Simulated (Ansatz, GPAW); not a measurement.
# 2H-CrOSe bilayer, AA: converging a work function, part 2 of 3

Wanted: a convergence study on the slab 2H-CrOSe bilayer, AA.

GPAW 26.7.0 and Ansatz 0.2.0; Ansatz plane waves; layer without images along its normal, relaxation of atoms and in-plane cell, with D3(BJ) dispersion (the session's first sound run).

So far. Step 2 (Relaxation): The relaxation lowered the energy of the cell by 0.0952 eV.

## Step 3: Plane waves, PBE

With the geometry fixed, the planar mean of the potential gives the vacuum level on each side.

This step: GPAW, PAW setups; slab in vacuum (GPAW 26.7.0).

The cell differs from the one that the last finished run ended in (c 40.750 → 22.552 Å).

File run.py:

```python
import json
import numpy as np
from ase import Atoms
from gpaw import GPAW, PW

slab = Atoms(
    ['Se', 'Cr', 'O', 'Se', 'Cr', 'O'],
    positions=[
        [-0.00000, 1.67481, 7.00000],
        [-0.00000, 0.00000, 8.71440],
        [-0.00000, 1.67481, 9.73399],
        [-0.00000, 1.67481, 12.82699],
        [0.00000, 0.00000, 14.56024],
        [-0.00000, 1.67481, 15.55235]],
    cell=[[2.90086, -0.0, -0.0], [-1.45043, 2.51222, -0.0], [-0.0, -0.0, 22.5524]],
    pbc=[True, True, False])

slab.calc = GPAW(mode=PW(500), xc='PBE', kpts={'size': (12, 12, 1), 'gamma': True},
                 occupations={'name': 'fermi-dirac', 'width': 0.05}, nbands='160%',
                 convergence={'density': 1e-05}, maxiter=200,
                 poissonsolver={'dipolelayer': 'xy'},
                 symmetry={'tolerance': 1e-3}, txt='slab.txt')
result = {}
energy = slab.get_potential_energy()
fermi = slab.calc.get_fermi_level()
v = slab.calc.get_electrostatic_potential().mean((0, 1)) - fermi
n = slab.calc.get_pseudo_density().mean((0, 1))
L = slab.cell[2, 2]
z = np.arange(len(v)) * L / len(v)
low, high = slab.positions[:, 2].min(), slab.positions[:, 2].max()
below, above = np.interp([low - 4.8, high + 4.8], z, v)
slopes = [np.interp(x, z, np.gradient(v, z)) for x in (low - 4.8, high + 4.8)]
eps = np.array([[slab.calc.get_eigenvalues(k, s) for k in range(len(slab.calc.get_ibz_k_points()))]
                for s in range(slab.calc.get_number_of_spins())]) - fermi
top, bottom = eps[eps < 0].max(), eps[eps > 0].min()
dipole = slab.get_dipole_moment()[2]
print(f'energy {energy:.4f} eV, Fermi level {fermi:.4f} eV, dipole {dipole:.5f} e A')
print(f'potential 4.8 A off the faces, from the Fermi level: lower {below:.4f} eV, upper {above:.4f} eV')
print(f'slope of the potential there: lower {slopes[0]:.5f}, upper {slopes[1]:.5f} eV/A')
print(f'nearest levels on the mesh: {top:.4f} and {bottom:.4f} eV')
print('magnetic moment', round(slab.get_magnetic_moment(), 3))
result.update(energy=energy, fermi=fermi, dipole=dipole, below=below, above=above, slopes=slopes, edges=[top, bottom],
              z=z.tolist(), v=v.tolist(), n=n.tolist(), positions=slab.positions.tolist(),
              forces=slab.get_forces(apply_constraint=False).tolist(), moments=slab.get_magnetic_moments().tolist())
json.dump(result, open('result.json', 'w'))
```

Run with:

```console
$ OMP_NUM_THREADS=1 OPENBLAS_NUM_THREADS=1 python run.py
```

Log:

```text
energy -40.5208 eV, Fermi level 1.4532 eV, dipole -0.11326 e A
potential 4.8 A off the faces, from the Fermi level: lower 3.8198 eV, upper 6.6537 eV
slope of the potential there: lower -0.00009, upper 0.00202 eV/A
nearest levels on the mesh: -0.0586 and 0.0232 eV
magnetic moment 0.0
```

It took 51 s on 1 thread of Intel Xeon 6975P-C (Granite Rapids), shared host; peak memory 0.22 GiB.

This step gave:

| Quantity | Value |
| --- | --- |
| dipole along the normal | -0.1133 e·Å |
| levels nearest the Fermi level on the mesh | -0.05861, 0.02317 eV from the Fermi level |
| upper work function | 6.654 eV |
| lower work function | 3.820 eV |

The electrostatic potential energy of an electron (without an applied field's), less the Fermi level, planar mean oscillates, so the rows of the table below give means over windows of 1.5 Å about each position, cut where the curve ends. Its maxima inside the range that stand out by 2 % of the span (Å: eV): 7.9: -5.56, 9.4: -9.19, 10.8: 4.89, 13.7: -5.17, 15.2: -9.64, 22.0: 6.66. Its minima: 7.0: -28.8, 8.7: -18.5, 9.7: -12.3, 12.9: -28.7, 14.6: -18.4, 15.5: -12.4.

The electrostatic potential energy of an electron (without an applied field's), less the Fermi level, planar mean by z; means over each step:

z (Å), electrostatic potential energy of an electron (without an applied field's), less the Fermi level, planar mean (eV) and a bar from the least value:
```
     0.75        4.0 ###########################
     2.25        3.8 ##########################
     3.75        3.8 ##########################
     5.25        3.0 #########################
     6.75      -15.7 #
     8.25      -11.7 ######
     9.75       -6.5 #############
    11.25        3.4 ##########################
    12.75      -16.5 
    14.25      -11.8 ######
    15.75       -4.3 ################
    17.25        6.5 ##############################
    18.75        6.7 ##############################
    20.25        6.7 ##############################
    21.75        6.6 ##############################
```

The pseudo valence density, planar mean oscillates, so the rows of the table below give means over windows of 1 Å about each position, cut where the curve ends. Its maxima inside the range that stand out by 2 % of the span (Å: e/Å³): 6.6: 0.489, 7.5: 0.548, 8.8: 0.658, 9.8: 1.01, 12.4: 0.488, 13.3: 0.543, 14.7: 0.668, 15.6: 1.01. Its minima: 7.0: 0.259, 8.1: 0.413, 9.0: 0.609, 11.1: 0.0311, 12.8: 0.258, 13.9: 0.406, 14.8: 0.629.

Table of pseudo valence density, planar mean by z; means over each step:

z (Å), pseudo valence density, planar mean (e/Å³) and a bar:
```
        3       0.00 
        4       0.00 
        5       0.01 #
        6       0.20 ########
        7       0.42 #################
        8       0.47 ###################
        9       0.68 ###########################
       10       0.66 ##########################
       11       0.06 ##
       12       0.27 ###########
       13       0.42 #################
       14       0.47 ###################
       15       0.75 ##############################
       16       0.51 ####################
       17       0.02 #
       18       0.00 
       19       0.00
```

Force by atom:

| atom | x (eV/Å) | y (eV/Å) | z (eV/Å) | size |
| --- | --- | --- | --- | --- |
| Se1 | 0.000 | 0.000 | -0.216 | 0.216 |
| Cr2 | 0.000 | 0.000 | -0.205 | 0.205 |
| O3 | 0.000 | 0.000 | 0.296 | 0.296 |
| Se4 | 0.000 | 0.000 | -0.077 | 0.077 |
| Cr5 | 0.000 | 0.000 | -0.122 | 0.122 |
| O6 | 0.000 | 0.000 | 0.371 | 0.371 |

The potential is flat to 0.002 eV/Å where it is read, so the vacuum is wide enough. The geometry is the other program's minimum (found with a dispersion term); here the largest force on a free atom is 0.37 eV/Å.

## Step 4: Cutoff 200

The cutoff limits how sharply the smooth valence waves can vary, which tells mostly near the atoms.

run.py, as its differences from that of step 3:

```diff
@@ -17,3 +17,3 @@
 
-slab.calc = GPAW(mode=PW(500), xc='PBE', kpts={'size': (12, 12, 1), 'gamma': True},
+slab.calc = GPAW(mode=PW(200), xc='PBE', kpts={'size': (12, 12, 1), 'gamma': True},
                  occupations={'name': 'fermi-dirac', 'width': 0.05}, nbands='160%',
```

Log:

```text
energy 4.3833 eV, Fermi level 1.9572 eV, dipole -0.06889 e A
potential 4.8 A off the faces, from the Fermi level: lower 3.9213 eV, upper 5.7930 eV
slope of the potential there: lower -0.00212, upper 0.03010 eV/A
nearest levels on the mesh: -0.0100 and 0.0116 eV
magnetic moment 0.0
```

The job ended after 27 s (1 thread; peak memory 0.13 GiB).

The run finished. A setting was moved off its sound value on purpose, so it serves as a test and not as the result.

The fault put into the input: a cutoff under that of the base run: the energy of the cell lies 45 eV from the base value, and the vacuum potential tilts (ecut = 200).

The two runs compared:

| quantity | this run | sound run | difference |
| --- | --- | --- | --- |
| dipole along the normal (e·Å) | -0.068886 | -0.11326 | 0.0444 |

The two runs differ clearly in the dipole along the normal: -0.0689 e·Å against -0.113 e·Å.

## Step 5: Cutoff 300

The cutoff limits how sharply the smooth valence waves can vary, which tells mostly near the atoms.

run.py, as its differences from that of step 4:

```diff
@@ -17,3 +17,3 @@
 
-slab.calc = GPAW(mode=PW(200), xc='PBE', kpts={'size': (12, 12, 1), 'gamma': True},
+slab.calc = GPAW(mode=PW(300), xc='PBE', kpts={'size': (12, 12, 1), 'gamma': True},
                  occupations={'name': 'fermi-dirac', 'width': 0.05}, nbands='160%',
```

Log:

```text
energy -27.2517 eV, Fermi level 1.6141 eV, dipole -0.09922 e A
potential 4.8 A off the faces, from the Fermi level: lower 3.8350 eV, upper 6.3645 eV
slope of the potential there: lower 0.00075, upper 0.00955 eV/A
nearest levels on the mesh: -0.0345 and 0.0005 eV
magnetic moment 0.0
```

The job ended after 26 s (1 thread; peak memory 0.16 GiB).

The run finished. A setting was moved off its sound value on purpose, so it serves as a test and not as the result.

The fault put into the input: a cutoff under that of the base run: the energy of the cell lies 13 eV from the base value (ecut = 300).

The two runs compared:

| quantity | this run | sound run | difference |
| --- | --- | --- | --- |
| dipole along the normal (e·Å) | -0.099217 | -0.11326 | 0.0140 |
| upper work function (eV) | 6.3645 | 6.6537 | -0.289 |
| lower work function (eV) | 3.8350 | 3.8198 | 0.0152 |

One result that differs is the dipole along the normal, -0.0992 e·Å against -0.113 e·Å.

## Step 6: Cutoff 700: ecut = 700

The cutoff limits how sharply the smooth valence waves can vary, which tells mostly near the atoms.

run.py, as its differences from that of step 5:

```diff
@@ -17,3 +17,3 @@
 
-slab.calc = GPAW(mode=PW(300), xc='PBE', kpts={'size': (12, 12, 1), 'gamma': True},
+slab.calc = GPAW(mode=PW(700), xc='PBE', kpts={'size': (12, 12, 1), 'gamma': True},
                  occupations={'name': 'fermi-dirac', 'width': 0.05}, nbands='160%',
```

Log:

```text
energy -41.3854 eV, Fermi level 1.4471 eV, dipole -0.11396 e A
potential 4.8 A off the faces, from the Fermi level: lower 3.8217 eV, upper 6.6595 eV
slope of the potential there: lower -0.00032, upper 0.00045 eV/A
nearest levels on the mesh: -0.0583 and 0.0236 eV
magnetic moment 0.0
```

Wall time 94 s (1 thread); peak memory 0.29 GiB.

This step gave:

* dipole along the normal: -0.1140 e·Å
* levels nearest the Fermi level on the mesh: -0.05830, 0.02364 eV from the Fermi level
* upper work function: 6.660 eV
* lower work function: 3.822 eV

The electrostatic potential energy of an electron (without an applied field's), less the Fermi level, planar mean oscillates, so the rows of the table below give means over windows of 0.5 Å about each position, cut where the curve ends. Its maxima inside the range that stand out by 2 % of the span (Å: eV): 7.89: -5.56, 9.34: -9.06, 10.79: 4.89, 13.69: -5.20, 15.14: -9.60, 22.07: 6.66. Its minima: 7.01: -29.1, 8.70: -18.5, 9.67: -12.2, 12.81: -28.9, 14.58: -18.4, 15.46: -12.3.

The electrostatic potential energy of an electron (without an applied field's), less the Fermi level, planar mean by z; means over each step:

| z (Å) | electrostatic potential energy of an electron (without an applied field's), less the Fermi level, planar mean (eV) |
| --- | --- |
| 0.0 | 4.73 |
| 0.5 | 3.90 |
| 1.0 | 3.82 |
| 1.5 | 3.82 |
| 2.0 | 3.82 |
| 2.5 | 3.82 |
| 3.0 | 3.82 |
| 3.5 | 3.82 |
| 4.0 | 3.81 |
| 4.5 | 3.78 |
| 5.0 | 3.64 |
| 5.5 | 2.97 |
| 6.0 | -0.0510 |
| 6.5 | -11.6 |
| 7.0 | -26.5 |
| 7.5 | -12.8 |
| 8.0 | -6.84 |
| 8.5 | -15.4 |
| 9.0 | -14.3 |
| 9.5 | -10.5 |
| 10.0 | -4.63 |
| 10.5 | 3.98 |
| 11.0 | 4.67 |
| 11.5 | 3.12 |
| 12.0 | -2.21 |
| 12.5 | -18.2 |
| 13.0 | -23.8 |
| 13.5 | -8.17 |
| 14.0 | -8.45 |
| 14.5 | -17.0 |
| 15.0 | -11.9 |
| 15.5 | -10.6 |
| 16.0 | 0.279 |
| 16.5 | 5.71 |
| 17.0 | 6.52 |
| 17.5 | 6.64 |
| 18.0 | 6.65 |
| 18.5 | 6.66 |
| 19.0 | 6.66 |
| 19.5 | 6.66 |
| 20.0 | 6.66 |
| 20.5 | 6.66 |
| 21.0 | 6.66 |
| 21.5 | 6.66 |
| 22.0 | 6.61 |

The pseudo valence density, planar mean oscillates, so the rows of the table below give means over windows of 1 Å about each position, cut where the curve ends. Its maxima inside the range that stand out by 2 % of the span (Å: e/Å³): 6.6: 0.491, 7.4: 0.558, 8.7: 0.661, 9.7: 1.02, 12.4: 0.488, 13.2: 0.549, 14.7: 0.668, 15.5: 1.02. Its minima: 6.9: 0.272, 8.1: 0.413, 9.0: 0.610, 11.1: 0.0310, 12.9: 0.275, 13.9: 0.406, 14.8: 0.633.

Table of pseudo valence density, planar mean by z; means over each step:

| z (Å) | pseudo valence density, planar mean (e/Å³) |
| --- | --- |
| 3 | 3.0e-5 |
| 4 | 6.0e-4 |
| 5 | 0.0128 |
| 6 | 0.203 |
| 7 | 0.417 |
| 8 | 0.468 |
| 9 | 0.672 |
| 10 | 0.667 |
| 11 | 0.0572 |
| 12 | 0.269 |
| 13 | 0.424 |
| 14 | 0.473 |
| 15 | 0.750 |
| 16 | 0.507 |
| 17 | 0.0178 |
| 18 | 4.1e-4 |
| 19 | 1.1e-5 |

Force by atom:

| atom | x (eV/Å) | y (eV/Å) | z (eV/Å) | size |
| --- | --- | --- | --- | --- |
| Se1 | 0.000 | 0.000 | -0.216 | 0.216 |
| Cr2 | 0.000 | 0.000 | -0.173 | 0.173 |
| O3 | 0.000 | 0.000 | 0.248 | 0.248 |
| Se4 | 0.000 | 0.000 | -0.079 | 0.079 |
| Cr5 | 0.000 | 0.000 | -0.091 | 0.091 |
| O6 | 0.000 | 0.000 | 0.313 | 0.313 |

The upper face's work function is 6.660 eV, against 6.654 eV in the first plane-wave PBE run at this geometry.

## Step 7: K mesh 4×4

The mesh in the plane samples the bands: a metal's Fermi level needs it dense, and band edges must lie on it.

run.py, as its differences from that of step 6:

```diff
@@ -17,3 +17,3 @@
 
-slab.calc = GPAW(mode=PW(700), xc='PBE', kpts={'size': (12, 12, 1), 'gamma': True},
+slab.calc = GPAW(mode=PW(500), xc='PBE', kpts={'size': (4, 4, 1), 'gamma': True},
                  occupations={'name': 'fermi-dirac', 'width': 0.05}, nbands='160%',
```

Log:

```text
energy -40.5934 eV, Fermi level 1.5668 eV, dipole -0.11123 e A
potential 4.8 A off the faces, from the Fermi level: lower 3.7358 eV, upper 6.5193 eV
slope of the potential there: lower -0.00009, upper 0.00202 eV/A
nearest levels on the mesh: -0.0787 and 0.0987 eV
magnetic moment 0.0
```

It took 18 s on 1 thread; peak memory 0.19 GiB.

The run finished with changed settings (kpts = [4, 4]); it serves as a test.

Side by side:

| quantity | this run | sound run | difference |
| --- | --- | --- | --- |
| dipole along the normal (e·Å) | -0.11123 | -0.11326 | 0.00203 |
| upper work function (eV) | 6.5193 | 6.6537 | -0.134 |
| lower work function (eV) | 3.7358 | 3.8198 | -0.0840 |

One result that differs is the lower work function, 3.74 eV against 3.82 eV.

## Step 8: K mesh 7×7

The mesh in the plane samples the bands: a metal's Fermi level needs it dense, and band edges must lie on it.

run.py, as its differences from that of step 7:

```diff
@@ -17,3 +17,3 @@
 
-slab.calc = GPAW(mode=PW(500), xc='PBE', kpts={'size': (4, 4, 1), 'gamma': True},
+slab.calc = GPAW(mode=PW(500), xc='PBE', kpts={'size': (7, 7, 1), 'gamma': True},
                  occupations={'name': 'fermi-dirac', 'width': 0.05}, nbands='160%',
```

Log:

```text
energy -40.5104 eV, Fermi level 1.4488 eV, dipole -0.11424 e A
potential 4.8 A off the faces, from the Fermi level: lower 3.8173 eV, upper 6.6755 eV
slope of the potential there: lower -0.00009, upper 0.00202 eV/A
nearest levels on the mesh: -0.0512 and 0.0228 eV
magnetic moment 0.0
```

It took 25 s on 1 thread; peak memory 0.2 GiB.

The run finished with changed settings (kpts = [7, 7]); it serves as a test.

The two runs compared:

| quantity | this run | sound run | difference |
| --- | --- | --- | --- |
| dipole along the normal (e·Å) | -0.11424 | -0.11326 | -9.8e-4 |
| upper work function (eV) | 6.6755 | 6.6537 | 0.0219 |
| lower work function (eV) | 3.8173 | 3.8198 | -0.00250 |

## Step 9: K mesh 18×18: kpts = [18, 18]

The mesh in the plane samples the bands: a metal's Fermi level needs it dense, and band edges must lie on it.

run.py, as its differences from that of step 8:

```diff
@@ -17,3 +17,3 @@
 
-slab.calc = GPAW(mode=PW(500), xc='PBE', kpts={'size': (7, 7, 1), 'gamma': True},
+slab.calc = GPAW(mode=PW(500), xc='PBE', kpts={'size': (18, 18, 1), 'gamma': True},
                  occupations={'name': 'fermi-dirac', 'width': 0.05}, nbands='160%',
```

Log:

```text
energy -40.5206 eV, Fermi level 1.4586 eV, dipole -0.11285 e A
potential 4.8 A off the faces, from the Fermi level: lower 3.8184 eV, upper 6.6422 eV
slope of the potential there: lower -0.00009, upper 0.00202 eV/A
nearest levels on the mesh: -0.0169 and 0.0158 eV
magnetic moment 0.0
```

The job ended after 83 s (1 thread; peak memory 0.28 GiB).

This step gave:

| Property | Result |
| --- | --- |
| dipole along the normal | -0.1128 e·Å |
| levels nearest the Fermi level on the mesh | -0.01693, 0.01583 eV from the Fermi level |
| upper work function | 6.642 eV |
| lower work function | 3.818 eV |

The upper face's work function is 6.642 eV, against 6.654 eV in the first plane-wave PBE run at this geometry.

## Step 10: Scheme Methfessel-Paxton of order 0 (Gaussian), smearing 0.1

Smearing changes the occupations near the Fermi level, and with them the level itself. Smearing helps the SCF of a metal converge, but it blurs occupations at band edges near the Fermi level.

run.py, as its differences from that of step 9:

```diff
@@ -17,4 +17,4 @@
 
-slab.calc = GPAW(mode=PW(500), xc='PBE', kpts={'size': (18, 18, 1), 'gamma': True},
-                 occupations={'name': 'fermi-dirac', 'width': 0.05}, nbands='160%',
+slab.calc = GPAW(mode=PW(500), xc='PBE', kpts={'size': (12, 12, 1), 'gamma': True},
+                 occupations={'name': 'methfessel-paxton', 'width': 0.1}, nbands='160%',
                  convergence={'density': 1e-05}, maxiter=200,
```

Log:

```text
energy -40.5209 eV, Fermi level 1.4602 eV, dipole -0.11359 e A
potential 4.8 A off the faces, from the Fermi level: lower 3.8086 eV, upper 6.6508 eV
slope of the potential there: lower -0.00009, upper 0.00202 eV/A
nearest levels on the mesh: -0.0656 and 0.0139 eV
magnetic moment 0.0
```

It took 48 s on 1 thread; peak memory 0.23 GiB.

This step gave:

* dipole along the normal: -0.1136 e·Å
* levels nearest the Fermi level on the mesh: -0.06556, 0.01388 eV from the Fermi level
* upper work function: 6.651 eV
* lower work function: 3.809 eV

The electrostatic potential energy of an electron (without an applied field's), less the Fermi level, planar mean oscillates, so the rows of the table below give means over windows of 1.5 Å about each position, cut where the curve ends. Its maxima inside the range that stand out by 2 % of the span (Å: eV): 7.9: -5.57, 9.4: -9.20, 10.8: 4.88, 13.7: -5.18, 15.2: -9.65, 22.0: 6.65. Its minima: 7.0: -28.8, 8.7: -18.5, 9.7: -12.3, 12.9: -28.7, 14.6: -18.4, 15.5: -12.4.

Table of electrostatic potential energy of an electron (without an applied field's), less the Fermi level, planar mean by z; means over each step:

| z (Å) | electrostatic potential energy of an electron (without an applied field's), less the Fermi level, planar mean (eV) |
| --- | --- |
| 0.75 | 3.99 |
| 2.25 | 3.81 |
| 3.75 | 3.80 |
| 5.25 | 3.04 |
| 6.75 | -15.7 |
| 8.25 | -11.7 |
| 9.75 | -6.50 |
| 11.25 | 3.36 |
| 12.75 | -16.5 |
| 14.25 | -11.8 |
| 15.75 | -4.29 |
| 17.25 | 6.50 |
| 18.75 | 6.65 |
| 20.25 | 6.65 |
| 21.75 | 6.55 |

The upper face's work function is 6.651 eV, against 6.654 eV in the first plane-wave PBE run at this geometry.

(Continued in part 3 of 3.)

[Logs are printed without paths, hosts, clocks, repeated set-up lines and the standing remarks that a program may print on its own settings, such as how far it seeks lower states.]

[Hosts, paths, dates, database ids (printed as entryN), source tags and the programs' standing remarks are cut or masked in the printed files.]
